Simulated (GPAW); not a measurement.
## Screening of a field by a 8-layer slab of Ca(100)

Aim: the dipole that a field along the normal induces in a 8-layer slab of Ca(100).

Program: GPAW 26.7.0. Level of theory: GPAW, PAW setups; slab in vacuum, relaxation, in the first sound run; inputs show where later runs differ. Results are calculated unless marked as measured.

**1. The structure**

The cell holds 8 atoms: 8 Ca. Cell: a = 3.946 Å, b = 3.946 Å, c = 33.530 Å, α = 90.0°, β = 90.0°, γ = 90.0°. Vacuum lies along c.

**2. Relaxing the atoms**

The atoms are relaxed first, since the surface dipole, and with it the work function, follows the positions of the outer layers. The lowest 4 atoms are held at bulk positions and keep their forces.

run.py

```python
import json
import numpy as np
from ase import Atoms
from ase.constraints import FixAtoms
from ase.optimize import BFGS
from gpaw import GPAW, PW

slab = Atoms(
    ['Ca', 'Ca', 'Ca', 'Ca', 'Ca', 'Ca', 'Ca', 'Ca'],
    positions=[
        [1.97283, 1.97283, 7.00000],
        [0.00000, 0.00000, 9.79000],
        [1.97283, 1.97283, 12.58000],
        [0.00000, 0.00000, 15.37000],
        [1.97283, 1.97283, 18.16000],
        [0.00000, 0.00000, 20.95000],
        [1.97283, 1.97283, 23.74000],
        [0.00000, 0.00000, 26.53000]],
    cell=[[3.94566, 0.0, 0.0], [0.0, 3.94566, 0.0], [0.0, 0.0, 33.53]],
    pbc=[True, True, False])

slab.calc = GPAW(mode=PW(400), xc='PBE', kpts={'size': (8, 8, 1), 'gamma': True},
                 occupations={'name': 'fermi-dirac', 'width': 0.1}, nbands='160%',
                 convergence={'density': 1e-05}, maxiter=200,
                 poissonsolver={'dipolelayer': 'xy'},
                 symmetry={'tolerance': 1e-3, 'extra_ids': [1, 1, 1, 1, 0, 0, 0, 0]}, txt='slab.txt')
result = {}
slab.set_constraint(FixAtoms([0, 1, 2, 3]))
path = []
opt = BFGS(slab, maxstep=0.2)
opt.attach(lambda: path.append((slab.get_potential_energy(), slab.positions.tolist(), slab.get_forces().tolist())))
result['relaxed'] = bool(opt.run(fmax=0.03, steps=40))
result['path'] = path
energy = slab.get_potential_energy()
fermi = slab.calc.get_fermi_level()
v = slab.calc.get_electrostatic_potential().mean((0, 1)) - fermi
n = slab.calc.get_pseudo_density().mean((0, 1))
L = slab.cell[2, 2]
z = np.arange(len(v)) * L / len(v)
low, high = slab.positions[:, 2].min(), slab.positions[:, 2].max()
below, above = np.interp([low - 4.8, high + 4.8], z, v)
slopes = [np.interp(x, z, np.gradient(v, z)) for x in (low - 4.8, high + 4.8)]
eps = np.array([[slab.calc.get_eigenvalues(k, s) for k in range(len(slab.calc.get_ibz_k_points()))]
                for s in range(slab.calc.get_number_of_spins())]) - fermi
top, bottom = eps[eps < 0].max(), eps[eps > 0].min()
dipole = slab.get_dipole_moment()[2]
print(f'energy {energy:.4f} eV, Fermi level {fermi:.4f} eV, dipole {dipole:.5f} e A')
print(f'potential 4.8 A off the faces, from the Fermi level: lower {below:.4f} eV, upper {above:.4f} eV')
print(f'slope of the potential there: lower {slopes[0]:.5f}, upper {slopes[1]:.5f} eV/A')
print(f'nearest levels on the mesh: {top:.4f} and {bottom:.4f} eV')
print('magnetic moment', round(slab.get_magnetic_moment(), 3))
result.update(energy=energy, fermi=fermi, dipole=dipole, below=below, above=above, slopes=slopes, edges=[top, bottom],
              z=z.tolist(), v=v.tolist(), n=n.tolist(), positions=slab.positions.tolist(),
              forces=slab.get_forces(apply_constraint=False).tolist(), moments=slab.get_magnetic_moments().tolist())
json.dump(result, open('result.json', 'w'))
```

Command:

```console
> OMP_NUM_THREADS=1 OPENBLAS_NUM_THREADS=1 python run.py
```

Log:

```text
Step          Energy          fmax
BFGS:    0      -15.355062        0.121518
BFGS:    1      -15.355350        0.119001
BFGS:    2      -15.360200        0.052075
BFGS:    3      -15.360263        0.048063
BFGS:    4      -15.360916        0.038437
BFGS:    5      -15.361605        0.038701
BFGS:    6      -15.361971        0.038089
BFGS:    7      -15.362124        0.042089
BFGS:    8      -15.362180        0.039846
BFGS:    9      -15.362330        0.034280
BFGS:   10      -15.362602        0.039775
BFGS:   11      -15.363026        0.042891
BFGS:   12      -15.363368        0.034515
BFGS:   13      -15.363512        0.039686
BFGS:   14      -15.363562        0.037878
BFGS:   15      -15.363619        0.035507
BFGS:   16      -15.363787        0.029671
energy -15.2005 eV, Fermi level 1.2591 eV, dipole 0.00134 e A
potential 4.8 A off the faces, from the Fermi level: lower 2.7868 eV, upper 2.7722 eV
slope of the potential there: lower -0.00577, upper 0.00585 eV/A
nearest levels on the mesh: -0.0043 and 0.0132 eV
magnetic moment 0.0
```

Run time: 59 min. Hardware: 1 thread of Arm Neoverse V2, shared host; peak memory 0.43 GiB.

Relaxation path:

| step | energy less that of the first step (eV) | largest force (eV/Å) |
| --- | --- | --- |
| 1 | 0.0000 | 0.1215 |
| 2 | -0.0003 | 0.1190 |
| 3 | -0.0050 | 0.0521 |
| 4 | -0.0050 | 0.0481 |
| 5 | -0.0058 | 0.0384 |
| 6 | -0.0066 | 0.0387 |
| 7 | -0.0071 | 0.0381 |
| 8 | -0.0072 | 0.0421 |
| 9 | -0.0073 | 0.0398 |
| 10 | -0.0074 | 0.0343 |
| 11 | -0.0077 | 0.0398 |
| 12 | -0.0081 | 0.0429 |
| 13 | -0.0085 | 0.0345 |
| 14 | -0.0086 | 0.0397 |
| 15 | -0.0087 | 0.0379 |
| 16 | -0.0088 | 0.0355 |
| 17 | -0.0090 | 0.0297 |

The atoms that moved most (Å):

| atom | dx | dy | dz | length |
| --- | --- | --- | --- | --- |
| Ca8 | 0.000 | 0.000 | -0.156 | 0.156 |
| Ca7 | 0.000 | 0.000 | -0.048 | 0.048 |
| Ca5 | 0.000 | 0.000 | 0.019 | 0.019 |
| Ca6 | 0.000 | 0.000 | 0.005 | 0.005 |

The relaxed structure:

```
Ca
1.0
     3.94566    0.00000    0.00000
     0.00000    3.94566    0.00000
     0.00000    0.00000   33.53000
Ca
8
Direct
  0.50000 0.50000 0.20877
  0.00000 0.00000 0.29198
  0.50000 0.50000 0.37519
  0.00000 0.00000 0.45840
  0.50000 0.50000 0.54218
  0.00000 0.00000 0.62497
  0.50000 0.50000 0.70660
  0.00000 0.00000 0.78657
```

Numbers from this step:

```
dipole along the normal                    : 0.001335 e·Å
levels nearest the Fermi level on the mesh : -0.004260, 0.01324 eV from the Fermi level
upper work function                        : 2.772 eV
lower work function                        : 2.787 eV
```

The electrostatic potential energy of an electron (without an applied field's), less the Fermi level, planar mean oscillates, so the rows of the table below give means over windows of 2.78 Å about each position, cut where the curve ends. Its maxima inside the range that stand out by 2 % of the span (Å: eV): 8.4: 0.806, 11.2: 0.742, 13.9: 0.734, 16.8: 0.805, 19.6: 0.702, 22.3: 0.602, 25.0: 0.515. Its minima: 7.0: -9.92, 9.7: -9.52, 12.7: -9.30, 15.4: -9.59, 18.2: -9.54, 21.0: -9.60, 23.7: -9.53, 26.4: -9.88.

Table of electrostatic potential energy of an electron (without an applied field's), less the Fermi level, planar mean by z; means over each step:

| z (Å) | electrostatic potential energy of an electron (without an applied field's), less the Fermi level, planar mean (eV) |
| --- | --- |
| 1.39 | 2.79 |
| 4.17 | 2.47 |
| 6.95 | -3.38 |
| 9.73 | -3.15 |
| 12.51 | -3.16 |
| 15.29 | -3.19 |
| 18.07 | -3.18 |
| 20.85 | -3.18 |
| 23.63 | -3.19 |
| 26.41 | -3.40 |
| 29.19 | 2.45 |
| 31.97 | 2.77 |

The pseudo valence density, planar mean oscillates, so the rows of the table below give means over windows of 2.72 Å about each position, cut where the curve ends. Its maxima inside the range that stand out by 2 % of the span (Å: e/Å³): 6.9: 0.594, 9.8: 0.603, 12.6: 0.613, 15.3: 0.599, 18.2: 0.606, 21.0: 0.614, 23.7: 0.614, 26.4: 0.611. Its minima: 8.4: 0.0555, 11.1: 0.0539, 14.0: 0.0540, 16.8: 0.0531, 19.5: 0.0544, 22.4: 0.0558, 24.9: 0.0601.

The pseudo valence density, planar mean by z; means over each step:

z (Å), pseudo valence density, planar mean (e/Å³) and a bar:
```
     1.36      0.000 
     4.08      0.004 #
     6.80      0.227 #############################
     9.52      0.235 ##############################
    12.24      0.234 ##############################
    14.96      0.234 ##############################
    17.68      0.233 ##############################
    20.40      0.234 ##############################
    23.12      0.236 ##############################
    25.84      0.236 ##############################
    28.56      0.015 ##
    31.28      0.000
```

The relaxation lowered the energy of the cell by 0.00901 eV (energies extrapolated to zero smearing; the optimiser's log prints free energies). The largest force left on a free atom is 0.030 eV/Å.

**3. Plane waves, PBE**

The work function is the vacuum plateau of the electrostatic potential less the Fermi level; a dipole layer lets the two faces have plateaus of their own.

This step: GPAW, PAW setups; slab in vacuum (GPAW 26.7.0).

Edit run.py of step 2 so:

```diff
@@ -3,4 +3,2 @@
 from ase import Atoms
-from ase.constraints import FixAtoms
-from ase.optimize import BFGS
 from gpaw import GPAW, PW
@@ -14,6 +12,6 @@
         [0.00000, 0.00000, 15.37000],
-        [1.97283, 1.97283, 18.16000],
-        [0.00000, 0.00000, 20.95000],
-        [1.97283, 1.97283, 23.74000],
-        [0.00000, 0.00000, 26.53000]],
+        [1.97283, 1.97283, 18.17920],
+        [-0.00000, 0.00000, 20.95510],
+        [1.97283, 1.97283, 23.69232],
+        [0.00000, -0.00000, 26.37378]],
     cell=[[3.94566, 0.0, 0.0], [0.0, 3.94566, 0.0], [0.0, 0.0, 33.53]],
@@ -25,10 +23,4 @@
                  poissonsolver={'dipolelayer': 'xy'},
-                 symmetry={'tolerance': 1e-3, 'extra_ids': [1, 1, 1, 1, 0, 0, 0, 0]}, txt='slab.txt')
+                 symmetry={'tolerance': 1e-3}, txt='slab.txt')
 result = {}
-slab.set_constraint(FixAtoms([0, 1, 2, 3]))
-path = []
-opt = BFGS(slab, maxstep=0.2)
-opt.attach(lambda: path.append((slab.get_potential_energy(), slab.positions.tolist(), slab.get_forces().tolist())))
-result['relaxed'] = bool(opt.run(fmax=0.03, steps=40))
-result['path'] = path
 energy = slab.get_potential_energy()
```

Log:

```text
energy -15.2005 eV, Fermi level 1.2591 eV, dipole 0.00132 e A
potential 4.8 A off the faces, from the Fermi level: lower 2.7867 eV, upper 2.7723 eV
slope of the potential there: lower -0.00577, upper 0.00587 eV/A
nearest levels on the mesh: -0.0043 and 0.0132 eV
magnetic moment 0.0
```

Run time: 7 min. Hardware: 1 thread; peak memory 0.43 GiB.

Numbers from this step:

- dipole along the normal: 0.001324 e·Å
- levels nearest the Fermi level on the mesh: -0.004269, 0.01322 eV from the Fermi level

The electrostatic potential energy of an electron (without an applied field's), less the Fermi level, planar mean oscillates, so the rows of the table below give means over windows of 2.78 Å about each position, cut where the curve ends. Its maxima inside the range that stand out by 2 % of the span (Å: eV): 8.4: 0.806, 11.2: 0.742, 13.9: 0.734, 16.8: 0.805, 19.6: 0.702, 22.3: 0.602, 25.0: 0.515. Its minima: 7.0: -9.92, 9.7: -9.52, 12.7: -9.30, 15.4: -9.59, 18.2: -9.54, 21.0: -9.60, 23.7: -9.53, 26.4: -9.88.

Table of electrostatic potential energy of an electron (without an applied field's), less the Fermi level, planar mean by z; means over each step:

z (Å), electrostatic potential energy of an electron (without an applied field's), less the Fermi level, planar mean (eV) and a bar from the least value:
```
     1.39       2.79 ##############################
     4.17       2.47 ############################
     6.95      -3.38 
     9.73      -3.15 #
    12.51      -3.16 #
    15.29      -3.19 #
    18.07      -3.18 #
    20.85      -3.18 #
    23.63      -3.19 #
    26.41      -3.40 
    29.19       2.45 ############################
    31.97       2.77 ##############################
```

The pseudo valence density, planar mean oscillates, so the rows of the table below give means over windows of 2.72 Å about each position, cut where the curve ends. Its maxima inside the range that stand out by 2 % of the span (Å: e/Å³): 6.9: 0.594, 9.8: 0.603, 12.6: 0.613, 15.3: 0.599, 18.2: 0.606, 21.0: 0.614, 23.7: 0.614, 26.4: 0.611. Its minima: 8.4: 0.0555, 11.1: 0.0539, 14.0: 0.0540, 16.8: 0.0531, 19.5: 0.0544, 22.4: 0.0558, 24.9: 0.0601.

Pseudo valence density, planar mean against z; means over each step:

| z (Å) | pseudo valence density, planar mean (e/Å³) |
| --- | --- |
| 1.36 | 3.3e-5 |
| 4.08 | 0.00431 |
| 6.80 | 0.227 |
| 9.52 | 0.235 |
| 12.24 | 0.234 |
| 14.96 | 0.234 |
| 17.68 | 0.233 |
| 20.40 | 0.234 |
| 23.12 | 0.236 |
| 25.84 | 0.236 |
| 28.56 | 0.0152 |
| 31.28 | 1.4e-4 |

Force by atom:

| atom | x (eV/Å) | y (eV/Å) | z (eV/Å) | size |
| --- | --- | --- | --- | --- |
| Ca1 | 0.000 | 0.000 | 0.122 | 0.122 |
| Ca2 | 0.000 | 0.000 | -0.075 | 0.075 |
| Ca3 | 0.000 | 0.000 | -0.006 | 0.006 |
| Ca4 | 0.000 | 0.000 | 0.021 | 0.021 |
| Ca5 | 0.000 | 0.000 | -0.030 | 0.030 |
| Ca6 | 0.000 | 0.000 | -0.024 | 0.024 |
| Ca7 | 0.000 | 0.000 | 0.012 | 0.012 |
| Ca8 | 0.000 | 0.000 | -0.019 | 0.019 |

The potential is flat to 0.006 eV/Å where it is read, so the vacuum is wide enough.

**4. Field on**

A uniform field along the normal polarises the slab; the atoms stay fixed, so this is the electronic response alone.

Edit run.py of step 3 so:

```diff
@@ -4,2 +4,3 @@
 from gpaw import GPAW, PW
+from gpaw.external import ConstantElectricField
 
@@ -23,2 +24,3 @@
                  poissonsolver={'dipolelayer': 'xy'},
+                 external=ConstantElectricField(-0.2, [0, 0, 1]),
                  symmetry={'tolerance': 1e-3}, txt='slab.txt')
```

Log:

```text
energy -15.2421 eV, Fermi level 1.2591 eV, dipole -0.41787 e A
potential 4.8 A off the faces, from the Fermi level: lower 0.3515 eV, upper 5.2062 eV
slope of the potential there: lower -0.00380, upper 0.00962 eV/A
nearest levels on the mesh: -0.0033 and 0.0133 eV
magnetic moment 0.0
```

Elapsed: 12 min, on 1 thread; peak memory 0.66 GiB.

Numbers from this step:

```
dipole along the normal                                         : -0.4179 e·Å
levels nearest the Fermi level on the mesh                      : -0.003330, 0.01331 eV from the Fermi level
potential below the slab, the applied field's own ramp left out : 0.3515 eV from the Fermi level
potential above the slab, the applied field's own ramp left out : 5.206 eV from the Fermi level
```

The electrostatic potential energy of an electron (without an applied field's), less the Fermi level, planar mean oscillates, so the rows of the table below give means over windows of 2.83 Å about each position, cut where the curve ends. Its maxima inside the range that stand out by 2 % of the span (Å: eV): 8.4: -0.868, 11.2: -0.367, 14.0: 0.176, 16.8: 0.805, 19.6: 1.27, 22.3: 1.71, 25.0: 2.17, 32.4: 5.21. Its minima: 7.0: -11.9, 9.7: -10.9, 12.7: -10.1, 15.4: -9.87, 18.1: -9.26, 21.0: -8.76, 23.7: -8.15, 26.4: -7.95.

The electrostatic potential energy of an electron (without an applied field's), less the Fermi level, planar mean by z; means over each step:

| z (Å) | electrostatic potential energy of an electron (without an applied field's), less the Fermi level, planar mean (eV) |
| --- | --- |
| 1.42 | 0.513 |
| 4.25 | 0.0296 |
| 7.08 | -5.26 |
| 9.91 | -4.46 |
| 12.73 | -3.90 |
| 15.57 | -3.35 |
| 18.39 | -2.80 |
| 21.23 | -2.25 |
| 24.05 | -1.71 |
| 26.88 | -1.03 |
| 29.71 | 5.04 |
| 32.55 | 5.11 |

Force by atom:

| atom | x (eV/Å) | y (eV/Å) | z (eV/Å) | size |
| --- | --- | --- | --- | --- |
| Ca1 | 0.000 | 0.000 | 0.122 | 0.122 |
| Ca2 | 0.000 | 0.000 | -0.078 | 0.078 |
| Ca3 | 0.000 | 0.000 | -0.006 | 0.006 |
| Ca4 | 0.000 | 0.000 | 0.021 | 0.021 |
| Ca5 | 0.000 | 0.000 | -0.028 | 0.028 |
| Ca6 | 0.000 | 0.000 | -0.023 | 0.023 |
| Ca7 | 0.000 | 0.000 | 0.009 | 0.009 |
| Ca8 | 0.000 | 0.000 | -0.015 | 0.015 |

The dipole is now -0.418 e Å, against 0.0013 in the run without a field.

**5. Field on**

Edit run.py of step 4 so:

```diff
@@ -24,3 +24,3 @@
                  poissonsolver={'dipolelayer': 'xy'},
-                 external=ConstantElectricField(-0.2, [0, 0, 1]),
+                 external=ConstantElectricField(-0.1, [0, 0, 1]),
                  symmetry={'tolerance': 1e-3}, txt='slab.txt')
```

Log:

```text
energy -15.2109 eV, Fermi level 1.2603 eV, dipole -0.20821 e A
potential 4.8 A off the faces, from the Fermi level: lower 1.5656 eV, upper 3.9846 eV
slope of the potential there: lower -0.00463, upper 0.00744 eV/A
nearest levels on the mesh: -0.0039 and 0.0132 eV
magnetic moment 0.0
```

Run time: 12 min. Hardware: 1 thread; peak memory 0.66 GiB.

Numbers from this step:

```yaml
dipole_along_the_normal: -0.2082 e·Å
levels_nearest_the_fermi_level_on_the_mesh: -0.003866, 0.01322 eV from the Fermi level
potential_below_the_slab_the_applied_field_s_own_ramp_left_out: 1.566 eV from the Fermi level
potential_above_the_slab_the_applied_field_s_own_ramp_left_out: 3.985 eV from the Fermi level
```

The electrostatic potential energy of an electron (without an applied field's), less the Fermi level, planar mean oscillates, so the rows of the table below give means over windows of 2.83 Å about each position, cut where the curve ends. Its maxima inside the range that stand out by 2 % of the span (Å: eV): 8.4: -0.0310, 11.2: 0.187, 13.9: 0.452, 16.8: 0.805, 19.6: 0.985, 22.3: 1.16, 25.0: 1.34, 32.8: 3.99. Its minima: 7.0: -10.9, 9.7: -10.2, 12.7: -9.71, 15.4: -9.73, 18.1: -9.40, 21.0: -9.18, 23.7: -8.84, 26.4: -8.92.

Table of electrostatic potential energy of an electron (without an applied field's), less the Fermi level, planar mean by z; means over each step:

| z (Å) | electrostatic potential energy of an electron (without an applied field's), less the Fermi level, planar mean (eV) |
| --- | --- |
| 1.42 | 1.65 |
| 4.25 | 1.22 |
| 7.08 | -4.29 |
| 9.91 | -3.77 |
| 12.73 | -3.50 |
| 15.57 | -3.23 |
| 18.39 | -2.97 |
| 21.23 | -2.70 |
| 24.05 | -2.44 |
| 26.88 | -2.05 |
| 29.71 | 3.84 |
| 32.55 | 3.94 |

Force by atom:

| atom | x (eV/Å) | y (eV/Å) | z (eV/Å) | size |
| --- | --- | --- | --- | --- |
| Ca1 | 0.000 | 0.000 | 0.122 | 0.122 |
| Ca2 | 0.000 | 0.000 | -0.077 | 0.077 |
| Ca3 | 0.000 | 0.000 | -0.006 | 0.006 |
| Ca4 | 0.000 | 0.000 | 0.022 | 0.022 |
| Ca5 | 0.000 | 0.000 | -0.028 | 0.028 |
| Ca6 | 0.000 | 0.000 | -0.024 | 0.024 |
| Ca7 | 0.000 | 0.000 | 0.010 | 0.010 |
| Ca8 | 0.000 | 0.000 | -0.018 | 0.018 |

The dipole is now -0.208 e Å, against 0.0013 in the run without a field.

**6. In a field**

Edit run.py of step 5 so:

```diff
@@ -24,3 +24,3 @@
                  poissonsolver={'dipolelayer': 'xy'},
-                 external=ConstantElectricField(-0.1, [0, 0, 1]),
+                 external=ConstantElectricField(-0.05, [0, 0, 1]),
                  symmetry={'tolerance': 1e-3}, txt='slab.txt')
```

Log:

```text
energy -15.2031 eV, Fermi level 1.2600 eV, dipole -0.10349 e A
potential 4.8 A off the faces, from the Fermi level: lower 2.1752 eV, upper 3.3774 eV
slope of the potential there: lower -0.00516, upper 0.00659 eV/A
nearest levels on the mesh: -0.0040 and 0.0132 eV
magnetic moment 0.0
```

Wall time 12 min (1 thread); peak memory 0.66 GiB.

**7. Field on**

Edit run.py of step 6 so:

```diff
@@ -24,3 +24,3 @@
                  poissonsolver={'dipolelayer': 'xy'},
-                 external=ConstantElectricField(-0.05, [0, 0, 1]),
+                 external=ConstantElectricField(0.05, [0, 0, 1]),
                  symmetry={'tolerance': 1e-3}, txt='slab.txt')
```

Log:

```text
energy -15.2032 eV, Fermi level 1.2577 eV, dipole 0.10589 e A
potential 4.8 A off the faces, from the Fermi level: lower 3.4001 eV, upper 2.1695 eV
slope of the potential there: lower -0.00647, upper 0.00522 eV/A
nearest levels on the mesh: -0.0045 and 0.0132 eV
magnetic moment 0.0
```

It took 13 min on 1 thread; peak memory 0.66 GiB.

The electrostatic potential energy of an electron (without an applied field's), less the Fermi level, planar mean oscillates, so the rows of the table below give means over windows of 2.83 Å about each position, cut where the curve ends. Its maxima inside the range that stand out by 2 % of the span (Å: eV): 0.7: 3.40, 8.4: 1.22, 11.2: 1.02, 13.9: 0.875, 16.8: 0.805, 19.6: 0.561, 22.3: 0.325, 25.0: 0.102. Its minima: 7.0: -9.43, 9.7: -9.17, 12.7: -9.10, 15.4: -9.53, 18.2: -9.61, 21.0: -9.81, 23.7: -9.88, 26.4: -10.4.

Electrostatic potential energy of an electron (without an applied field's), less the Fermi level, planar mean against z; means over each step:

| z (Å) | electrostatic potential energy of an electron (without an applied field's), less the Fermi level, planar mean (eV) |
| --- | --- |
| 1.42 | 3.36 |
| 4.25 | 3.01 |
| 7.08 | -2.84 |
| 9.91 | -2.74 |
| 12.73 | -2.90 |
| 15.57 | -3.05 |
| 18.39 | -3.21 |
| 21.23 | -3.36 |
| 24.05 | -3.53 |
| 26.88 | -3.57 |
| 29.71 | 2.05 |
| 32.55 | 2.20 |

**8. In a field**

Edit run.py of step 7 so:

```diff
@@ -24,3 +24,3 @@
                  poissonsolver={'dipolelayer': 'xy'},
-                 external=ConstantElectricField(0.05, [0, 0, 1]),
+                 external=ConstantElectricField(0.1, [0, 0, 1]),
                  symmetry={'tolerance': 1e-3}, txt='slab.txt')
```

Log:

```text
energy -15.2110 eV, Fermi level 1.2557 eV, dipole 0.21061 e A
potential 4.8 A off the faces, from the Fermi level: lower 4.0158 eV, upper 1.5685 eV
slope of the potential there: lower -0.00730, upper 0.00467 eV/A
nearest levels on the mesh: -0.0046 and 0.0132 eV
magnetic moment 0.0
```

Elapsed: 12 min, on 1 thread; peak memory 0.67 GiB.

The dipole is now 0.211 e Å, against 0.0013 in the run without a field.

(Part 1 of 2 ends here.)

[Logs are printed without paths, hosts, clocks, repeated set-up lines and the standing remarks that a program may print on its own settings, such as how far it seeks lower states.]

[Hosts, paths, dates, database ids (printed as entryN), source tags and the programs' standing remarks are cut or masked in the printed files.]
